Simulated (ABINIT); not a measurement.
# KSrH3 (Pm-3m): from the cell to the phonon bands

How does KSrH3 (Pm-3m) vibrate, and is this structure a minimum?

Program: ABINIT 10.8.3. Level of theory: DFT PBE, scalar-relativistic, plane waves, PseudoDojo norm-conserving pseudopotentials. Results are calculated unless marked as measured.

The structure was built from a prototype and need not be the compound's stable phase.

### Step 1. Set-up

The structure is cubic, space group Pm-3m (No. 221). Conventional cell: a = 5.005 Å, b = 5.005 Å, c = 5.005 Å, α = 90.00°, β = 90.00°, γ = 90.00°. Nearest to K lie 12 H at 3.54 Å. Nearest to Sr lie 6 H at 2.50 Å. H has 2 Sr at 2.50 Å nearest. Farther neighbours are not listed.

### Step 2. A probe with smearing

A first run with smearing and empty bands tells whether the crystal has a gap, which decides between fixed occupations and smearing later on.

The input, probe.abi:

```
# ground state
tolvrs 1.0d-08
prtden 1
prtwf 1

# basis, mesh and filling
ecut 33.0
ngkpt 4 4 4
nshiftk 1
shiftk 0.0 0.0 0.0
istwfk *1
occopt 7
tsmear 0.005
nband 18
nstep 100
diemac 9.0
prtebands 0
prtgsr 0
useylm 1

# cell and atoms
acell 3*1.0 Angstrom
rprim 
    5.0052 0.0 0.0
    0.0 5.0052 0.0
    0.0 0.0 5.0052
ntypat 3
znucl 19 38 1
natom 5
typat 1 2 3 3 3
xred 
    0.0 0.0 0.0
    0.5 0.5 0.5
    0.5 0.5 0.0
    0.5 0.0 0.5
    0.0 0.5 0.5
pp_dirpath "./pseudo"
pseudos "K.upf, Sr.upf, H.upf"
```

Started as:

```
> OMP_NUM_THREADS=1 mpirun -n 4 abinit probe.abi > probe.log
```

Numbers of over 12 decimals in the logs are rounded to 6 here.

probe.abo, the main output file:

```text
[banners, grids, parts of the stress and lines that vanish by symmetry left out]
- input  file    -> probe.abi
- output file    -> probe.abo
- root for input  files -> probei
[...]
Symmetries : space group Pm -3 m (#221); Bravais cP (primitive cubic)
[...]
mpw =        7712          nfft =      125000          nkpt =          10
[...]
== DATASET  1 ==================================================================
[...]
cutoff_energies: {ecut:  33.0, pawecutdg:  -1.0, }
[...]
ETOT  1  -66.032539919768    -6.603E+01 4.144E-02 3.620E+02
 ETOT  2  -66.088651749893    -5.611E-02 1.144E-02 3.534E+01
 ETOT  3  -66.090154340569    -1.503E-03 4.329E-04 7.675E+00
 ETOT  4  -66.090366916330    -2.126E-04 2.187E-03 5.032E-01
 ETOT  5  -66.090384563567    -1.765E-05 2.402E-04 4.614E-02
[...]
ETOT  9  -66.090386228634    -1.410E-10 3.393E-05 3.209E-08
 ETOT 10  -66.090386228634    -2.842E-14 1.552E-05 1.564E-09
 At SCF step   10       vres2   =  1.56E-09 < tolvrs=  1.00E-08 =>converged.
[...]
sigma(1 1)=  7.52320756E-05  sigma(3 2)=  0.00000000E+00
  sigma(2 2)=  7.52320756E-05  sigma(3 1)=  0.00000000E+00
  sigma(3 3)=  7.52320756E-05  sigma(2 1)=  0.00000000E+00
[...]
convergence: {deltae: -2.842E-14, res2:  1.564E-09, residm:  1.552E-05, diffor: null, }
etotal    :  -6.60903862E+01
[...]
sigma(1 1)=  7.52320756E-05  sigma(3 2)=  0.00000000E+00
  sigma(2 2)=  7.52320756E-05  sigma(3 1)=  0.00000000E+00
  sigma(3 3)=  7.52320756E-05  sigma(2 1)=  0.00000000E+00
[...]
- sigma(1 1)=  2.21340408E+00  sigma(3 2)=  0.00000000E+00
- sigma(2 2)=  2.21340408E+00  sigma(3 1)=  0.00000000E+00
- sigma(3 3)=  2.21340408E+00  sigma(2 1)=  0.00000000E+00
[...]
fcart     -0.0000000000E+00 -0.0000000000E+00 -0.0000000000E+00
           strten      7.5232075560E-05  7.5232075560E-05  7.5232075560E-05
================================================================================

[key lines of the parts left out:]
pressure_GPa:  -2.2134E+00
```

Elapsed: 14 s, on 4 MPI ranks of Arm Neoverse V2, shared host; 55 s of CPU time.

Numbers from this step:

| Quantity | Value |
| --- | --- |
| volume per atom | 25.08 Å³ |
| pressure | -2.213 GPa |
| gap on the k-mesh | 2.809 eV |

A gap of 2.8 eV opens on this mesh, so the crystal is taken as an insulator; the printed pressure holds the stress of the finite basis too.

### Step 3. Rough relaxation

The typed start is rough, so a first relaxation with smearing and loose thresholds takes it towards rest cheaply.

The input, prerelax.abi:

```
# relaxation
ionmov 2
optcell 2
dilatmx 1.15
chkdilatmx 0
ntime 40
tolmxf 3.0d-04
tolvrs 1.0d-10
prtwf 0
prtden 0
chksymtnons 0

# basis, mesh and filling
ecut 33.0
ecutsm 3.0
ngkpt 4 4 4
nshiftk 1
shiftk 0.0 0.0 0.0
istwfk *1
occopt 7
tsmear 0.005
nband 18
nstep 100
diemac 9.0
prtebands 0
prtgsr 0
useylm 1

# cell and atoms
acell 3*1.0 Angstrom
rprim 
    5.0052 0.0 0.0
    0.0 5.0052 0.0
    0.0 0.0 5.0052
ntypat 3
znucl 19 38 1
natom 5
typat 1 2 3 3 3
xred 
    0.0 0.0 0.0
    0.5 0.5 0.5
    0.5 0.5 0.0
    0.5 0.0 0.5
    0.0 0.5 0.5
pp_dirpath "./pseudo"
pseudos "K.upf, Sr.upf, H.upf"
```

Started as:

```
> OMP_NUM_THREADS=1 mpirun -n 4 abinit prerelax.abi > prerelax.log
```

prerelax.abo, the main output file:

```text
[banners, grids, parts of the stress and lines that vanish by symmetry left out]
- input  file    -> prerelax.abi
- output file    -> prerelax.abo
- root for input  files -> prerelaxi
[...]
Symmetries : space group Pm -3 m (#221); Bravais cP (primitive cubic)
[...]
mpw =       11674          nfft =      216000          nkpt =          10
[...]
== DATASET  1 ==================================================================
[...]
cutoff_energies: {ecut:  33.0, pawecutdg:  -1.0, }
[...]
ETOT  1  -66.031097413069    -6.603E+01 2.512E-02 6.322E+02
 ETOT  2  -66.088469452655    -5.737E-02 4.039E-03 6.200E+01
 ETOT  3  -66.090023494153    -1.554E-03 3.625E-04 1.332E+01
 ETOT  4  -66.090235047592    -2.116E-04 3.440E-03 8.825E-01
 ETOT  5  -66.090252970029    -1.792E-05 4.742E-04 8.730E-02
[...]
At SCF step   11       vres2   =  6.79E-11 < tolvrs=  1.00E-10 =>converged.
[...]
ETOT 10  -66.094723949277    -1.535E-12 3.703E-05 3.560E-11
 At SCF step   10       vres2   =  3.56E-11 < tolvrs=  1.00E-10 =>converged.
[...]
sigma(1 1)=  2.16733579E-06  sigma(3 2)=  0.00000000E+00
  sigma(2 2)=  2.16733579E-06  sigma(3 1)=  0.00000000E+00
  sigma(3 3)=  2.16733579E-06  sigma(2 1)=  0.00000000E+00
[...]
convergence: {deltae: -1.535E-12, res2:  3.560E-11, residm:  3.703E-05, diffor: null, }
etotal    :  -6.60947239E+01
[...]
At Broyd/MD step   4, gradients are converged :
[...]
sigma(1 1)=  2.16733579E-06  sigma(3 2)=  0.00000000E+00
  sigma(2 2)=  2.16733579E-06  sigma(3 1)=  0.00000000E+00
  sigma(3 3)=  2.16733579E-06  sigma(2 1)=  0.00000000E+00
[...]
- sigma(1 1)=  6.37652204E-02  sigma(3 2)=  0.00000000E+00
- sigma(2 2)=  6.37652204E-02  sigma(3 1)=  0.00000000E+00
- sigma(3 3)=  6.37652204E-02  sigma(2 1)=  0.00000000E+00
[...]
fcart     -0.0000000000E+00 -0.0000000000E+00 -0.0000000000E+00
           strten      2.1673357889E-06  2.1673357889E-06  2.1673357889E-06
================================================================================

[key lines of the parts left out:]
pressure_GPa:  -6.3765E-02
Total energy (etotal) [Ha]= -6.60947239492774E+01
```

It took 76 s on 4 MPI ranks.

The steps of the relaxation:

| step | energy less that of the first step (eV) | largest force (eV/Å) | volume (Å³) |
| --- | --- | --- | --- |
| 1 | 0.0000 | 0.0000 | 125.39 |
| 2 | -0.0110 | 0.0000 | 124.56 |
| 3 | -0.1183 | 0.0000 | 106.87 |
| 4 | -0.1216 | 0.0000 | 109.58 |

| conventional cell, symmetrised | before | after | change |
| --- | --- | --- | --- |
| a (Å) | 5.005 | 4.785 | -4.4 % |
| b (Å) | 5.005 | 4.785 | -4.4 % |
| c (Å) | 5.005 | 4.785 | -4.4 % |
| volume (Å³/atom) | 25.08 | 21.92 | -12.6 % |

Final coordinates:

```xyz
5
Lattice="4.7853 0.0000 0.0000 0.0000 4.7853 0.0000 0.0000 0.0000 4.7853" Properties=species:S:1:pos:R:3 pbc="T T T"
K     0.0000    0.0000    0.0000
Sr    2.3926    2.3926    2.3926
H     2.3926    2.3926    0.0000
H     2.3926    0.0000    2.3926
H     0.0000    2.3926    2.3926
```

Read from the output:

| Quantity | Value |
| --- | --- |
| volume per atom | 21.92 Å³ |
| pressure | -0.06377 GPa |
| gap on the k-mesh | 2.737 eV |

The volume changes by -12.6 % in this run and stands -12.6 % from the first cell.

### Step 4. Rough relaxation

The cell changed much, so the rough relaxation is repeated on a basis made for the new cell.

prerelax.abi, as its differences from that of step 3:

```diff
@@ -31,5 +31,5 @@
 rprim 
-    5.0052 0.0 0.0
-    0.0 5.0052 0.0
-    0.0 0.0 5.0052
+    4.785260235 0.0 0.0
+    0.0 4.785260235 0.0
+    0.0 0.0 4.785260235
 ntypat 3
```

prerelax.abo, the main output file:

```text
[banners, grids, parts of the stress and lines that vanish by symmetry left out]
- input  file    -> prerelax.abi
- output file    -> prerelax.abo
- root for input  files -> prerelaxi
[...]
Symmetries : space group Pm -3 m (#221); Bravais cP (primitive cubic)
[...]
mpw =       10215          nfft =      157464          nkpt =          10
[...]
== DATASET  1 ==================================================================
[...]
cutoff_energies: {ecut:  33.0, pawecutdg:  -1.0, }
[...]
ETOT  1  -66.035922816049    -6.604E+01 2.480E-02 5.112E+02
 ETOT  2  -66.093180109786    -5.726E-02 1.789E-02 4.434E+01
 ETOT  3  -66.094502334446    -1.322E-03 5.365E-03 8.985E+00
 ETOT  4  -66.094711026465    -2.087E-04 9.239E-04 4.202E-01
 ETOT  5  -66.094723421574    -1.240E-05 2.334E-04 2.040E-02
[...]
ETOT 10  -66.094723952774     2.970E-12 5.683E-04 2.711E-10
 ETOT 11  -66.094723952777    -3.865E-12 3.304E-04 2.092E-11
 At SCF step   11       vres2   =  2.09E-11 < tolvrs=  1.00E-10 =>converged.
[...]
sigma(1 1)=  2.16755327E-06  sigma(3 2)=  0.00000000E+00
  sigma(2 2)=  2.16755327E-06  sigma(3 1)=  0.00000000E+00
  sigma(3 3)=  2.16755327E-06  sigma(2 1)=  0.00000000E+00
[...]
convergence: {deltae: -3.865E-12, res2:  2.092E-11, residm:  3.304E-04, diffor: null, }
etotal    :  -6.60947240E+01
[...]
At Broyd/MD step   1, gradients are converged :
[...]
sigma(1 1)=  2.16755327E-06  sigma(3 2)=  0.00000000E+00
  sigma(2 2)=  2.16755327E-06  sigma(3 1)=  0.00000000E+00
  sigma(3 3)=  2.16755327E-06  sigma(2 1)=  0.00000000E+00
[...]
- sigma(1 1)=  6.37716190E-02  sigma(3 2)=  0.00000000E+00
- sigma(2 2)=  6.37716190E-02  sigma(3 1)=  0.00000000E+00
- sigma(3 3)=  6.37716190E-02  sigma(2 1)=  0.00000000E+00
[...]
fcart     -0.0000000000E+00 -0.0000000000E+00 -0.0000000000E+00
           strten      2.1675532747E-06  2.1675532747E-06  2.1675532747E-06
================================================================================

[key lines of the parts left out:]
pressure_GPa:  -6.3772E-02
Total energy (etotal) [Ha]= -6.60947239527774E+01
```

It took 19 s on 4 MPI ranks; 75 s of CPU time.

Little changed from the start: no atom moved by 0.005 Å and no cell edge by 0.1 %.

The volume changes by +0.0 % in this run and stands -12.6 % from the first cell.

### Step 5. Relaxation

The harmonic expansion needs vanishing forces, and a free crystal bears no stress, so cell and atoms are brought to rest. Stress is more sensitive to the basis than forces are: the last 3 Ha under the cutoff are smoothed with ecutsm, and the cutoff is raised above that of the later runs.

The input, relax.abi:

```
# relaxation
ionmov 2
optcell 2
dilatmx 1.08
ntime 40
tolmxf 1.0d-05
tolvrs 1.0d-14
prtwf 0
prtden 0
chksymtnons 0

# basis, mesh and filling
ecut 41.0
ecutsm 3.0
ngkpt 4 4 4
nshiftk 1
shiftk 0.0 0.0 0.0
istwfk *1
occopt 1
nband 11
nstep 100
diemac 9.0
prtebands 0
prtgsr 0
useylm 1

# cell and atoms
acell 3*1.0 Angstrom
rprim 
    4.785260238 0.0 0.0
    0.0 4.785260238 0.0
    0.0 0.0 4.785260238
ntypat 3
znucl 19 38 1
natom 5
typat 1 2 3 3 3
xred 
    0.0 0.0 0.0
    0.5 0.5 0.5
    0.5 0.5 0.0
    0.5 0.0 0.5
    0.0 0.5 0.5
pp_dirpath "./pseudo"
pseudos "K.upf, Sr.upf, H.upf"
```

Started as:

```
> OMP_NUM_THREADS=1 mpirun -n 4 abinit relax.abi > relax.log
```

relax.abo, the main output file:

```text
[banners, grids, parts of the stress and lines that vanish by symmetry left out]
- input  file    -> relax.abi
- output file    -> relax.abo
- root for input  files -> relaxi
[...]
Symmetries : space group Pm -3 m (#221); Bravais cP (primitive cubic)
[...]
mpw =       11753          nfft =      216000          nkpt =          10
[...]
== DATASET  1 ==================================================================
[...]
cutoff_energies: {ecut:  41.0, pawecutdg:  -1.0, }
[...]
ETOT  1  -66.020343286200    -6.602E+01 7.165E-02 6.665E+02
 ETOT  2  -66.093829165926    -7.349E-02 2.615E-05 5.494E+01
 ETOT  3  -66.094782636375    -9.535E-04 7.469E-06 1.109E+01
 ETOT  4  -66.094978090485    -1.955E-04 2.495E-06 5.067E-01
 ETOT  5  -66.094988711393    -1.062E-05 1.535E-07 1.367E-02
[...]
At SCF step   14       vres2   =  4.17E-16 < tolvrs=  1.00E-14 =>converged.
[...]
sigma(1 1)=  2.18652092E-06  sigma(3 2)=  0.00000000E+00
  sigma(2 2)=  2.18652092E-06  sigma(3 1)=  0.00000000E+00
  sigma(3 3)=  2.18652092E-06  sigma(2 1)=  0.00000000E+00
[...]
convergence: {deltae:  6.835E-12, res2:  4.168E-16, residm:  5.569E-20, diffor: null, }
etotal    :  -6.60949890E+01
[...]
ETOT  1  -66.094989135448    -6.609E+01 5.220E-10 2.877E-03
[...]
At SCF step   10       vres2   =  1.83E-15 < tolvrs=  1.00E-14 =>converged.
[...]
sigma(1 1)=  2.05219702E-06  sigma(3 2)=  0.00000000E+00
  sigma(2 2)=  2.05219702E-06  sigma(3 1)=  0.00000000E+00
  sigma(3 3)=  2.05219702E-06  sigma(2 1)=  0.00000000E+00
[...]
convergence: {deltae: -5.343E-12, res2:  1.832E-15, residm:  8.065E-21, diffor: null, }
etotal    :  -6.60949893E+01
[...]
ETOT  1  -66.094954900807    -6.609E+01 1.517E-08 6.663E-01
[...]
ETOT 11  -66.094991562908     2.359E-12 1.427E-19 1.409E-14
 ETOT 12  -66.094991562912    -4.249E-12 6.986E-21 1.067E-16
 At SCF step   12       vres2   =  1.07E-16 < tolvrs=  1.00E-14 =>converged.
[...]
sigma(1 1)= -6.88576325E-09  sigma(3 2)=  0.00000000E+00
  sigma(2 2)= -6.88576325E-09  sigma(3 1)=  0.00000000E+00
  sigma(3 3)= -6.88576325E-09  sigma(2 1)=  0.00000000E+00
[...]
convergence: {deltae: -4.249E-12, res2:  1.067E-16, residm:  6.986E-21, diffor: null, }
etotal    :  -6.60949916E+01
[...]
At Broyd/MD step   3, gradients are converged :
[...]
sigma(1 1)= -6.88576325E-09  sigma(3 2)=  0.00000000E+00
  sigma(2 2)= -6.88576325E-09  sigma(3 1)=  0.00000000E+00
  sigma(3 3)= -6.88576325E-09  sigma(2 1)=  0.00000000E+00
[...]
- sigma(1 1)= -2.02586149E-04  sigma(3 2)=  0.00000000E+00
- sigma(2 2)= -2.02586149E-04  sigma(3 1)=  0.00000000E+00
- sigma(3 3)= -2.02586149E-04  sigma(2 1)=  0.00000000E+00
[...]
fcart     -0.0000000000E+00 -0.0000000000E+00 -0.0000000000E+00
           strten     -6.8857632489E-09 -6.8857632484E-09 -6.8857632488E-09
================================================================================

[key lines of the parts left out:]
pressure_GPa:   2.0259E-04
Total energy (etotal) [Ha]= -6.60949915629124E+01
```

Elapsed: 41 s, on 4 MPI ranks; 2.7 min of CPU time.

The steps of the relaxation:

| step | energy less that of the first step (eV) | largest force (eV/Å) | volume (Å³) |
| --- | --- | --- | --- |
| 1 | 0.0000 | 0.0000 | 109.58 |
| 2 | 0.0000 | 0.0000 | 109.55 |
| 3 | -0.0001 | 0.0000 | 109.23 |

| conventional cell, symmetrised | before | after | change |
| --- | --- | --- | --- |
| a (Å) | 4.785 | 4.780 | -0.1 % |
| b (Å) | 4.785 | 4.780 | -0.1 % |
| c (Å) | 4.785 | 4.780 | -0.1 % |
| volume (Å³/atom) | 21.92 | 21.85 | -0.3 % |

The relaxed structure:

```xyz
5
Lattice="4.7802 0.0000 0.0000 0.0000 4.7802 0.0000 0.0000 0.0000 4.7802" Properties=species:S:1:pos:R:3 pbc="T T T"
K     0.0000    0.0000    0.0000
Sr    2.3901    2.3901    2.3901
H     2.3901    2.3901    0.0000
H     2.3901    0.0000    2.3901
H     0.0000    2.3901    2.3901
```

Read from the output:

| Item | Value |
| --- | --- |
| volume per atom | 21.85 Å³ |
| pressure | 2.03e-4 GPa |

The volume changes by -0.3 % in this run and stands -12.9 % from the first cell.

### Step 6. Ground state

The response is built on these wavefunctions, so the potential is converged far more tightly than an energy would need.

The input, gs.abi:

```
# ground state
tolvrs 1.0d-16
prtden 1
prtwf 1

# basis, mesh and filling
ecut 33.0
ngkpt 4 4 4
nshiftk 1
shiftk 0.0 0.0 0.0
istwfk *1
occopt 1
nband 11
nstep 100
diemac 9.0
prtebands 0
prtgsr 0
useylm 1

# cell and atoms
acell 3*1.0 Angstrom
rprim 
    4.780166028 0.0 0.0
    0.0 4.780166028 0.0
    0.0 0.0 4.780166028
ntypat 3
znucl 19 38 1
natom 5
typat 1 2 3 3 3
xred 
    0.0 0.0 0.0
    0.5 0.5 0.5
    0.5 0.5 0.0
    0.5 0.0 0.5
    0.0 0.5 0.5
pp_dirpath "./pseudo"
pseudos "K.upf, Sr.upf, H.upf"
```

Started as:

```
> OMP_NUM_THREADS=1 mpirun -n 4 abinit gs.abi > gs.log
```

gs.abo, the main output file:

```text
[banners, grids, parts of the stress and lines that vanish by symmetry left out]
- input  file    -> gs.abi
- output file    -> gs.abo
- root for input  files -> gsi
[...]
Symmetries : space group Pm -3 m (#221); Bravais cP (primitive cubic)
[...]
mpw =        6704          nfft =      110592          nkpt =          10
[...]
== DATASET  1 ==================================================================
[...]
cutoff_energies: {ecut:  33.0, pawecutdg:  -1.0, }
[...]
ETOT  1  -66.037139033926    -6.604E+01 3.547E-02 3.491E+02
 ETOT  2  -66.093317404382    -5.618E-02 5.381E-06 3.215E+01
 ETOT  3  -66.094633940396    -1.317E-03 9.571E-06 6.335E+00
 ETOT  4  -66.094844858842    -2.109E-04 2.574E-06 2.821E-01
 ETOT  5  -66.094856766752    -1.191E-05 1.812E-07 1.114E-02
[...]
ETOT 14  -66.094857235761    -4.334E-12 1.680E-20 5.808E-16
 ETOT 15  -66.094857235759     2.046E-12 8.461E-22 5.776E-18
 At SCF step   15       vres2   =  5.78E-18 < tolvrs=  1.00E-16 =>converged.
[...]
sigma(1 1)=  1.88863553E-06  sigma(3 2)=  0.00000000E+00
  sigma(2 2)=  1.88863553E-06  sigma(3 1)=  0.00000000E+00
  sigma(3 3)=  1.88863553E-06  sigma(2 1)=  0.00000000E+00
[...]
convergence: {deltae:  2.046E-12, res2:  5.776E-18, residm:  8.461E-22, diffor: null, }
etotal    :  -6.60948572E+01
[...]
sigma(1 1)=  1.88863553E-06  sigma(3 2)=  0.00000000E+00
  sigma(2 2)=  1.88863553E-06  sigma(3 1)=  0.00000000E+00
  sigma(3 3)=  1.88863553E-06  sigma(2 1)=  0.00000000E+00
[...]
- sigma(1 1)=  5.55655758E-02  sigma(3 2)=  0.00000000E+00
- sigma(2 2)=  5.55655758E-02  sigma(3 1)=  0.00000000E+00
- sigma(3 3)=  5.55655758E-02  sigma(2 1)=  0.00000000E+00
[...]
fcart     -0.0000000000E+00 -0.0000000000E+00 -0.0000000000E+00
           strten      1.8886355342E-06  1.8886355342E-06  1.8886355342E-06
================================================================================

[key lines of the parts left out:]
pressure_GPa:  -5.5566E-02
```

It took 10 s on 4 MPI ranks.

Read from the output:

```
pressure : -0.05557 GPa
```

The cell stands at -0.056 GPa, close enough for phonons.

### Step 7. Empty bands

Empty bands on the ground state's density check that the gap assumed so far is there in this cell.

The input, gap.abi:

```
# empty bands on the ground state's density
iscf -2
getden_filepath "gso_DEN"
tolwfr 1.0d-12
nbdbuf 2
prtwf 0

# basis, mesh and filling
ecut 33.0
ngkpt 4 4 4
nshiftk 1
shiftk 0.0 0.0 0.0
istwfk *1
occopt 1
nband 15
nstep 100
diemac 9.0
prtebands 0
prtgsr 0
useylm 1

# cell and atoms
acell 3*1.0 Angstrom
rprim 
    4.780166028 0.0 0.0
    0.0 4.780166028 0.0
    0.0 0.0 4.780166028
ntypat 3
znucl 19 38 1
natom 5
typat 1 2 3 3 3
xred 
    0.0 0.0 0.0
    0.5 0.5 0.5
    0.5 0.5 0.0
    0.5 0.0 0.5
    0.0 0.5 0.5
pp_dirpath "./pseudo"
pseudos "K.upf, Sr.upf, H.upf"
```

Started as:

```
> OMP_NUM_THREADS=1 mpirun -n 4 abinit gap.abi > gap.log
```

gap.abo, the main output file:

```text
[banners, grids, parts of the stress and lines that vanish by symmetry left out]
- input  file    -> gap.abi
- output file    -> gap.abo
- root for input  files -> gapi
[...]
Symmetries : space group Pm -3 m (#221); Bravais cP (primitive cubic)
[...]
mpw =        6704          nfft =      110592          nkpt =          10
[...]
== DATASET  1 ==================================================================
[...]
cutoff_energies: {ecut:  33.0, pawecutdg:  -1.0, }
[...]
-outvars: echo values of variables after computation
            acell      1.8897261259E+00  1.8897261259E+00  1.8897261259E+00 Bohr
================================================================================
```

Wall time 9 s (4 MPI ranks).

Numbers from this step:

```
gap on the k-mesh : 2.735 eV
```

In this cell the gap on the mesh is 2.7 eV, indirect (smallest direct 2.8 eV), so fixed occupations hold.

(Continued in part 2 of 4.)

[Host names and launcher messages were left out of these logs when they were recorded.]

[Logs are printed without paths, hosts, clocks, repeated set-up lines and the standing remarks that a program may print on its own settings, such as how far it seeks lower states.]

[Hosts, paths, dates, database ids (printed as entryN), source tags and the programs' standing remarks are cut or masked in the printed files.]
